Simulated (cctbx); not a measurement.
**Accept or mend?**

Cell a = 3.2840 Å, b = 4.2580 Å, c = 4.2390 Å, α = 90.00°, β = 90.00°, γ = 90.00°; space group Cmmm (no. 65). The compound is PIr.

Simulated single-crystal data (cctbx): Mo Kα, λ = 0.71073 Å, to d = 0.7 Å, 70 % of the full sphere, strongest reflection 70000 counts, noise from counting, a 4 % proportional error and a noise floor of 2 counts (s.d.); no absorption, and some extinction, which the refinements don't model.

An anisotropic refinement with weights 1/σ² prints:

```text
Rint 0.031, 65 unique reflections to 0.71 A
cycle     R1     wR2    GooF  max shift (A)
   1  0.0473  0.0982   4.577   0.00000
   2  0.0215  0.0434   2.023   0.00000
final R1 0.0215 wR2 0.0434 GooF 2.023  parameters 6  data/parameter 10.8
atom        x        y        z      Ueq    occ   su(xyz)  su(Uiso or U11)
Pr1    0.00000  0.00000  0.00000   0.0081  1.000  0.00000  0.0004
P1     0.50000  0.00000  0.50000   0.0499  1.000  0.00000  0.0044
difference map: max 1.00 min -2.61 rms 0.55
Q1    0.0000  0.3313  0.0000    4    1.00  1.41 A from Pr1
Q2    0.0000  0.1224  0.3354    8    0.88  1.51 A from Pr1
Q3    0.0000  0.1163  0.5000    4    0.78  1.63 A from P1
Q4    0.0000  0.2713  0.1665    8    0.70  1.35 A from Pr1
Q5    0.1094  0.5000  0.0000    4    0.62  1.28 A from Pr1
Q6    0.2500  0.2500  0.2415    8    0.62  1.69 A from Pr1
```

**Question.** Can this result stand? If not, what is the likely fault?

Mend it. The fault: wrong element: Pr1 is Ir. Against the right model at the same level, R1 goes from 0.0108 to 0.0215 and GooF from 1.00 to 2.02 and U of P1 swells from 0.0339 to 0.0499 Å². Pr1 has 18 electrons too few and its U shrinks to make up, as expected.

The compound is PIr. The right model at the same level gives:

```text
Rint 0.031, 65 unique reflections to 0.71 A
cycle     R1     wR2    GooF  max shift (A)
   1  0.0210  0.0534   2.490   0.00000
   2  0.0108  0.0215   1.002   0.00000
final R1 0.0108 wR2 0.0215 GooF 1.002  parameters 6  data/parameter 10.8
atom        x        y        z      Ueq    occ   su(xyz)  su(Uiso or U11)
Ir1    0.00000  0.00000  0.00000   0.0092  1.000  0.00000  0.0002
P1     0.50000  0.00000  0.50000   0.0339  1.000  0.00000  0.0020
difference map: max 0.95 min -1.43 rms 0.32
Q1    0.0000  0.3213  0.0000    4    0.97  1.37 A from Ir1
Q2    0.0000  0.1325  0.2954    8    0.87  1.37 A from Ir1
Q3    0.0000  0.1550  0.5000    4    0.73  1.47 A from P1
Q4    0.1128  0.5000  0.0000    4    0.69  1.27 A from Ir1
Q5    0.2500  0.2500  0.2479    8    0.49  1.71 A from Ir1
Q6    0.0000  0.3610  0.2367    8    0.38  1.26 A from P1
```

The model was made for the exercise: a known structure type with other elements put in, its volume estimated, not relaxed; displacement parameters are assumed.

[Middle refinement cycles are left out of these outputs.]

[Logs are printed without paths, hosts, clocks, repeated set-up lines and the standing remarks that a program may print on its own settings, such as how far it seeks lower states.]
